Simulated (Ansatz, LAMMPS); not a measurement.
## Structural relaxation of Zn2+ FSI- in sulfolane and diethyl carbonate, from a frame at 350 K (184 atoms)

How does Zn2+ FSI- in sulfolane and diethyl carbonate, from a frame at 350 K (184 atoms) relax, and what do bonds, charges and levels look like afterwards?

Main program and level: Ansatz 0.2.0; Kohn-Sham DFT, PBE+D4, PAW (set soft_2), plane waves.

Report form: the programs' logs are mostly left out.

## (1) Set-up

The cell holds 184 atoms: 45 C, 33 O, 90 H, 9 S, 2 N, 4 F and 1 Zn. Its edges and angles: a = 12.065 Å, b = 12.065 Å, c = 12.065 Å, α = 90.0°, β = 90.0°, γ = 90.0°. 5 sulfolane, 5 diethyl carbonate, 1 Zn2+, 2 FSI- placed at random, at 1.53 g/cm³; overlaps pushed apart, then 10 ps at 550 K with divalent ions of Li, Roberts, Chakravorty and Merz (J. Chem. Theory Comput. 9, 2733 (2013)); MMFF94 bonds, angles, torsions, charges and radii (Halgren, J. Comput. Chem. 17, 490 (1996)) in harmonic and 12-6 forms; charges of ions scaled by 0.8. Snapshot after 30 ps at 350 K and fixed volume.

Before any run, some limits are plain. The network of contacts between molecules at the start is that of the classical potential that made the cell. The Brillouin zone is sampled at Γ only, in a cell whose shortest periodic width is 12 Å.

## (2) The classical run that made the cell

A classical potential supplies the starting structure, since it reaches far longer times than DFT.

This step: classical MD, divalent ions of Li, Roberts, Chakravorty and Merz (J. Chem. Theory Comput. 9, 2733 (2013)); MMFF94 bonds, angles, torsions, charges and radii (Halgren, J. Comput. Chem. 17, 490 (1996)) in harmonic and 12-6 forms; charges of ions scaled by 0.8 (LAMMPS 22 Jul 2025 - Update 4).

in.lmp reads:

```
# Zn2+ FSI- in sulfolane and diethyl carbonate
units real
atom_style full
boundary p p p
bond_style harmonic
angle_style harmonic
dihedral_style opls
improper_style harmonic
special_bonds lj 0 0 0.5 coul 0 0 0.75
read_data data.lmp
neigh_modify delay 0 every 1 check yes one 4000
comm_modify cutoff 12.0
timestep 0.5
thermo_style custom step time temp pe press density
thermo_modify norm yes
# push overlapping molecules apart
pair_style soft 2.6
pair_coeff * * 0.0
variable a equal ramp(1,60)
fix ad all adapt 1 pair soft a * * v_a
velocity all create 550 773786 mom yes dist gaussian
fix lim all nve/limit 0.03
fix lan all langevin 550 550 50 773787 zero yes
thermo 1000
run 3000 post no
unfix ad
pair_style lj/cut/coul/long 9.0
pair_modify mix arithmetic tail yes
pair_coeff 1 1 0.0678 3.3680   # C
pair_coeff 2 2 0.0763 3.0430   # O
pair_coeff 3 3 0.0678 3.4070   # C
pair_coeff 4 4 0.0763 2.9870   # O
pair_coeff 5 5 0.0216 2.5400   # H
pair_coeff 6 6 0.0763 3.0960   # O
# [... 22 lines left out ...]
compute msd all msd com yes
thermo 7500
fix md all nvt temp 350 350 100
run 30000 post no
print "== T350: mean square displacement over the hold $(c_msd[4]:%.2f) A^2"
unfix md
uncompute msd
write_dump all custom T350.dump id type xs ys zs modify sort id
```

Started as:

```console
$ lmp -in in.lmp -log none -nocite
```

Elapsed: 29 s, on 1 thread of Intel Xeon 6975P-C (Granite Rapids), shared host; peak memory 0.12 GiB.

The input also reads data.lmp (atoms, bonds and types; not printed here).

## (3) Single point at the start

A single point comes first, to see the forces before anything moves.

input.yaml reads:

```yaml
crystal:
  lattice:
    - [12.06499, 0.0, 0.0]
    - [0.0, 12.06499, 0.0]
    - [0.0, 0.0, 12.06499]
  atoms:
    - { symbol: C, position: [0.43171, 0.97646, 0.75961] }
    - { symbol: C, position: [0.51726, 0.8889, 0.79434] }
    - { symbol: O, position: [0.6306, 0.93905, 0.79639] }
    - { symbol: C, position: [0.66143, 0.95236, 0.89824] }
    - { symbol: O, position: [0.61173, 0.94413, 0.98626] }
    - { symbol: O, position: [0.76837, 0.98385, 0.90667] }
    - { symbol: C, position: [0.8058, 0.99019, 0.01515] }
    - { symbol: C, position: [0.82516, 0.88038, 0.07447] }
    - { symbol: H, position: [0.42295, 0.02949, 0.82896] }
    - { symbol: H, position: [0.35901, 0.93662, 0.74815] }
    - { symbol: H, position: [0.45742, 0.0255, 0.6876] }
    - { symbol: H, position: [0.51838, 0.8279, 0.72466] }
    - { symbol: H, position: [0.49969, 0.841, 0.86855] }
    - { symbol: H, position: [0.88841, 0.03217, 0.01695] }
    - { symbol: H, position: [0.75283, 0.0497, 0.0559] }
    - { symbol: H, position: [0.7488, 0.83047, 0.07742] }
    - { symbol: H, position: [0.8688, 0.88233, 0.15265] }
    - { symbol: H, position: [0.88454, 0.83937, 0.01454] }
    - { symbol: C, position: [0.00137, 0.62208, 0.51022] }
    - { symbol: C, position: [0.97142, 0.50126, 0.49307] }
    - { symbol: O, position: [0.86357, 0.50264, 0.44363] }
    - { symbol: C, position: [0.86862, 0.5091, 0.32609] }
    - { symbol: O, position: [0.94909, 0.51169, 0.26885] }
    - { symbol: O, position: [0.76573, 0.49918, 0.29121] }
    - { symbol: C, position: [0.75244, 0.48387, 0.17431] }
    - { symbol: C, position: [0.79325, 0.57492, 0.10258] }
    - { symbol: H, position: [0.92782, 0.65145, 0.55723] }
    - { symbol: H, position: [0.00231, 0.67712, 0.44104] }
    - { symbol: H, position: [0.08542, 0.62912, 0.54813] }
    - { symbol: H, position: [0.96509, 0.46579, 0.58125] }
    - { symbol: H, position: [0.0312, 0.45152, 0.44695] }
    - { symbol: H, position: [0.81023, 0.41422, 0.16244] }
    [... 146 atom lines left out ...]
    - { symbol: F, position: [0.81689, 0.2532, 0.25566] }
    - { symbol: S, position: [0.01156, 0.00801, 0.32975] }
    - { symbol: O, position: [0.99864, 0.88832, 0.34971] }
    - { symbol: O, position: [0.12033, 0.04743, 0.29538] }
    - { symbol: F, position: [0.01313, 0.05081, 0.45823] }
    - { symbol: Zn, position: [0.27431, 0.06609, 0.27925] }
kpoints:
  mp_grid: { grid: [1, 1, 1] }
hamiltonian:
  xc: pbe
  dispersion: d4
scf:
  occupations: { method: fixed }
output:
  forces: true
  stress: true
  populations: intrinsic
  dos:
    method: { smearing: { sigma: 0.1 } }
    de: 0.1
    projected: { site_lists: { C: [C], F: [F], H: [H], "N": ["N"], O: [O] } }
  eigenvalues: true
```

Started as:

```console
$ ansatz run input.yaml --threads 4 --pin off --max-ram 8192MiB --backend cpu --events-out ev --progress --plain --runs-dir out
```

Wall time 18 s (4 threads of Intel Xeon 6975P-C (Granite Rapids), shared host); peak memory 2.7 GiB; 69 s of CPU time.

Numbers from this run:

- free energy: -46878.1701 eV
- free energy per atom: -254.7727 eV/atom
- SCF cycles: 11
- pressure: 5.002 GPa
- r.m.s. force component: 1.026 eV/Å
- longest force: 5.429 eV/Å
- Fermi energy: 0.2419 eV
- gap (highest filled to lowest empty level): 4.37 eV

The r.m.s. force component of 1.0 eV/Å and the pressure of 5.0 GPa set the starting point.

Neighbours are counted within 1.34 Å (H-C), 1.85 Å (C-C), 1.73 Å (C-O), 2.21 Å (C-S), 1.88 Å (O-S), 2.50 Å (O-Zn), 1.98 Å (S-F), 2.02 Å (S-N).

Length of the force by element and coordination:

```csv
element,coordination,atoms,mean length of the force (eV/Å),spread,least,most
C,all,45,2.15,1.00,0.226,4.81
C,3,5,2.59,1.02,1.43,3.96
C,4,40,2.10,0.986,0.226,4.81
F,all,4,0.987,0.581,0.138,1.76
H,all,90,1.04,0.674,0.230,3.96
N,all,2,1.87,0.817,1.06,2.69
O,all,33,1.67,0.880,0.112,5.43
O,1,17,1.37,0.574,0.112,2.27
O,2,16,1.99,1.02,0.902,5.43
S,all,9,2.35,0.900,1.47,3.88
Zn,all,1,0.968,0,0.968,0.968
```

## (4) Cell and atoms relaxed

Cell and atoms are freed together, to release stress as well as forces.

input.yaml, the sections that differ from step 3:

```yaml
output:
  forces: true
relax:
  f_tol: 0.03
  max_steps: 200
  cell: {}
# crystal, kpoints, hamiltonian, scf: as in step 3
```

Wall time 9.2 min (4 threads); peak memory 2.7 GiB; 34 min of CPU time.

Step by step (22 of 52):

```csv
step,energy less that of the first step (eV),largest force component (eV/Å),pressure (GPa),volume (Å³)
1,0.0000,4.9580,5.00,1756.23
3,-8.9989,1.4037,-0.72,1882.12
6,-10.2106,0.3676,-0.15,1845.86
8,-10.4077,0.3848,-0.18,1845.91
11,-10.5757,0.5731,0.00,1840.27
13,-10.6743,0.1970,-0.06,1842.22
16,-10.7851,0.3048,0.04,1842.56
18,-10.8082,1.0178,-0.24,1842.22
20,-10.8624,0.2086,-0.04,1844.40
23,-10.8938,0.1664,-0.06,1846.12
25,-10.9129,0.4296,0.01,1844.01
28,-10.9468,0.2005,-0.10,1844.93
30,-10.9701,0.1447,-0.06,1843.22
33,-11.0016,0.0703,0.01,1841.47
35,-11.0174,0.0799,-0.06,1840.80
37,-11.0334,0.1585,-0.09,1838.74
40,-11.0423,0.0909,-0.02,1837.70
42,-11.0438,0.0227,0.00,1837.79
45,-11.2642,0.0355,0.04,1881.63
47,-11.2553,0.0249,-0.02,1885.28
50,-11.3641,0.1894,-0.02,1905.35
52*,-11.4276,0.0144,0.00,1900.76
```

Relaxation steps marked * repeat the geometry before them on a plane-wave basis chosen anew for their cell, so energy and pressure can jump there. Other such steps can lie between the rows shown. Relaxation steps 18, 50 were tried and not accepted.

```csv
cell as run,before,after,change
a (Å),12.065,12.517,+3.7 %
b (Å),12.065,12.156,+0.8 %
c (Å),12.065,12.504,+3.6 %
α (°),90.00,90.52,+0.6 %
β (°),90.00,89.02,-1.1 %
γ (°),90.00,87.68,-2.6 %
volume (Å³/atom),9.54,10.33,+8.2 %
```

The atoms that moved most (Å, as changes of fractional coordinates times the final cell):

```csv
atom,dx,dy,dz,length
F179,-0.903,-0.877,1.874,2.258
O172,1.303,1.071,-1.190,2.064
F174,1.538,-0.463,1.085,1.938
H36,1.443,-0.756,-0.992,1.907
H103,-1.423,-0.884,0.747,1.834
H101,-0.693,0.068,1.578,1.724
O178,1.269,0.431,0.721,1.522
O177,-1.269,0.085,-0.752,1.477
```

The relaxation changed the energy by -62.1 meV/atom, and atoms moved by 0.74 Å r.m.s., 2.3 Å at most.

## (5) Local order after relaxation

Bonds before and after, by the cutoffs listed below:

```csv
pair,bonds before,bonds after,mean before (Å),mean after (Å),spread before (Å),spread after (Å)
H-C,90,90,1.087,1.096,0.030,0.002
C-C,25,25,1.511,1.524,0.031,0.012
C-O,25,25,1.353,1.363,0.087,0.088
C-S,10,10,1.766,1.812,0.026,0.010
O-S,18,18,1.449,1.457,0.017,0.014
O-Zn,6,6,1.954,2.106,0.099,0.053
S-F,4,4,1.585,1.609,0.028,0.007
S-N,4,4,1.572,1.582,0.027,0.019
```

Density 1.41 g/cm³, 10.33 Å³ an atom.

g(r), total and by pair (bins of 0.2 Å):

```csv
r (Å),total,H-H,H-C,H-O,H-S,H-F,H-N
1.00,3.44,0.00,14.40,0.00,0.00,0.00,0.00
1.20,0.18,0.00,0.15,0.00,0.00,0.00,0.00
1.40,0.84,0.00,0.00,0.00,0.00,0.00,0.00
1.60,0.62,0.00,0.00,0.00,0.00,0.00,0.00
1.80,0.99,3.55,0.00,0.00,0.00,0.00,0.00
2.00,0.25,0.04,0.00,1.21,0.00,0.00,0.00
2.20,1.25,0.16,4.33,0.10,0.00,0.00,0.00
2.40,1.17,2.17,0.10,0.61,3.30,1.07,0.00
2.60,1.08,1.81,0.23,1.73,0.00,0.61,0.66
2.80,0.89,1.09,0.62,1.65,0.23,1.10,0.53
3.00,0.78,1.44,0.79,0.68,0.42,0.00,0.49
3.20,0.84,0.73,1.13,0.79,1.01,0.21,0.82
3.40,1.00,0.71,1.48,1.15,0.66,0.17,0.00
3.60,0.90,0.60,0.98,0.78,1.44,1.15,0.00
3.80,0.94,0.98,0.89,0.92,1.43,1.01,0.57
4.00,0.91,1.02,0.84,0.88,0.52,0.66,1.31
4.20,1.06,1.09,1.10,1.23,1.00,0.71,0.73
4.40,1.06,1.07,1.11,1.25,0.77,0.75,0.44
4.60,1.07,1.03,0.87,1.27,0.57,1.09,1.58
4.80,1.10,1.17,1.19,0.88,1.06,1.18,1.64
5.00,0.99,0.92,1.12,0.96,1.08,1.34,1.33
5.20,1.03,1.00,1.07,1.00,1.14,0.77,0.78
5.40,1.06,0.95,1.23,0.93,0.83,1.36,0.58
5.60,1.00,1.00,0.97,1.04,0.68,0.74,1.20
5.80,1.04,1.02,1.04,0.95,1.19,0.82,0.74
6.00,1.04,1.05,0.99,1.12,0.86,0.81,0.57
```

Bonds by pair of elements; cutoffs follow the first minimum of g(r), held within bounds set by covalent radii, and pairs that aren't listed don't count as bonded:

```csv
pair A-B,cutoff (Å),bonds,mean length (Å),spread (Å),shortest (Å),B about A,A about B
H-C,1.34,90,1.10,0.002,1.09,1,2
C-C,1.85,25,1.52,0.012,1.51,1.11,1.11
C-O,1.73,25,1.36,0.088,1.22,0.556,0.758
C-S,2.21,10,1.81,0.01,1.80,0.222,1.11
O-S,1.88,18,1.46,0.014,1.44,0.545,2
O-Zn,2.5,6,2.11,0.053,2.04,0.182,6
S-F,1.98,4,1.61,0.007,1.60,0.444,1
S-N,2.02,4,1.58,0.019,1.56,0.444,2
```

How many atoms have how many bonded neighbours:

```csv
element,mean,1,2,3,4,6
C,3.89,0,0,5,40,0
F,1,4,0,0,0,0
H,1,90,0,0,0,0
N,2,0,2,0,0,0
O,1.49,17,16,0,0,0
S,4,0,0,0,9,0
Zn,6,0,0,0,0,1
```

Bond angles (no mean is given where the spread exceeds 20°):

```csv
angle,count,mean (°),spread (°)
C-C-H,110,111,1.7
H-C-H,60,109,1
C-S-O,20,110,2
H-C-S,20,107,1.2
H-C-O,20,107,2.2
```

Bond length by coordination (bonds to H left out):

```csv
element,coordination,atoms,mean bond length (Å)
C,3,5,1.3
C,4,40,1.56
O,1,17,1.40
O,2,16,1.54
```

Rings of the network by King's shortest-path rule, up to 12 atoms, one path for each pair of neighbours; H, halogens, alkali and alkaline-earth atoms are left out, and the last column divides by all other atoms, bonded or not:

```csv
ring size (atoms),rings,per network atom
5,5,0.056
```

With the cutoffs above, 89 % of C atoms have 4, all F atoms have 1, all H atoms have 1 and all N atoms have 2 bonded neighbours. The C-C-H angle averages 111° with a spread of 1.7°. All rings counted have 5 atoms.

(Part 1 of 2 ends here.)

[Logs are printed without paths, hosts, clocks, repeated set-up lines and the standing remarks that a program may print on its own settings, such as how far it seeks lower states.]

[Hosts, paths, dates, database ids (printed as entryN), source tags and the programs' standing remarks are cut or masked in the printed files.]

[The MMFF94 radii named for the starting cell were scaled by 0.96; in molecules described by MMFF94, hydrogen bound to N, O or S took a small fixed 12-6 site in their place.]
